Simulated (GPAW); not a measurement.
MoS2 (P6_3/mmc): refractive index against wavelength

The refractive index of MoS2 (P6_3/mmc) along x below the direct gap (1.64 eV on the mesh) is read from one computed spectrum, n = √(Re ε). x, y and z are the Cartesian axes of the input cell.

Cell: a, b, c = 3.169, 3.169, 12.324 Å (primitive vectors), 6 atoms.

Method: GPAW 26.7.0, LDA, RPA, k-mesh 12×12×3, local fields up to 50 eV, Lorentzian half width 0.15 eV.

Launch of the response step: `OMP_NUM_THREADS=1 python df.py`. The run took 14.7 min, its band step included, on 1 thread of Arm Neoverse V1, on a shared host.

```tsv
wavelength (nm)	photon energy E (eV)	n
3000	0.413	3.7763
2000	0.620	3.8133
1550	0.800	3.8607
1310	0.946	?
1064	1.165	4.0151
```

In the single-oscillator model n² − 1 = E₀E_d/(E₀² − E²), so 1/(n² − 1) = E₀/E_d − E²/(E₀E_d) is linear in E².

Working, on the rows shown:

| x = E² (eV²) | y = 1/(n² − 1) |
| --- | --- |
| 0.170801 | 0.0754123 |
| 0.384302 | 0.0738484 |
| 0.639837 | 0.0719166 |
| 1.35784 | 0.0661331 |

Means: x̄ = 0.6382, ȳ = 0.071828. Σ(x − x̄)(y − ȳ) = -0.006286, Σ(x − x̄)² = 0.8008. Slope = -0.006286 / 0.8008 = -0.00785; intercept = ȳ − slope · x̄ = 0.076837. Turned back into n, the line misses the rows shown by at most 0.0026.

**Question.** Predict the last column of the withheld row from the fit.

**Answer.** At x = 0.89576 the line gives y = 0.069806, that is 3.9148. The run gave 3.9116, so the interpolation is off by 0.0032, 1.3 % of the range in the table.

Refitted with all rows, the slope is -0.007821 and the intercept 0.076842. These give E₀ = √(intercept/−slope) = 3.13 eV and E_d = E₀/intercept = 40.8 eV; E₀ is 1.9 times the direct gap. The electronic limit at long wavelengths, without lattice vibrations, is n = √(1 + 1/intercept) = 3.744. The cell comes from an older database entry, whose edges can be off by a per cent or so. Excitons are left out; LDA gaps are as a rule too small. The values come from a sum over the points of one k-mesh and carry its error, which grows as the direct gap shrinks. This version of GPAW has incomplete matrix elements in the optical limit, which can lower ε − 1 by up to a tenth where first-row anions or d states rule. Spin-orbit coupling is left out.

[Logs are printed without paths, hosts, clocks, repeated set-up lines and the standing remarks that a program may print on its own settings, such as how far it seeks lower states.]
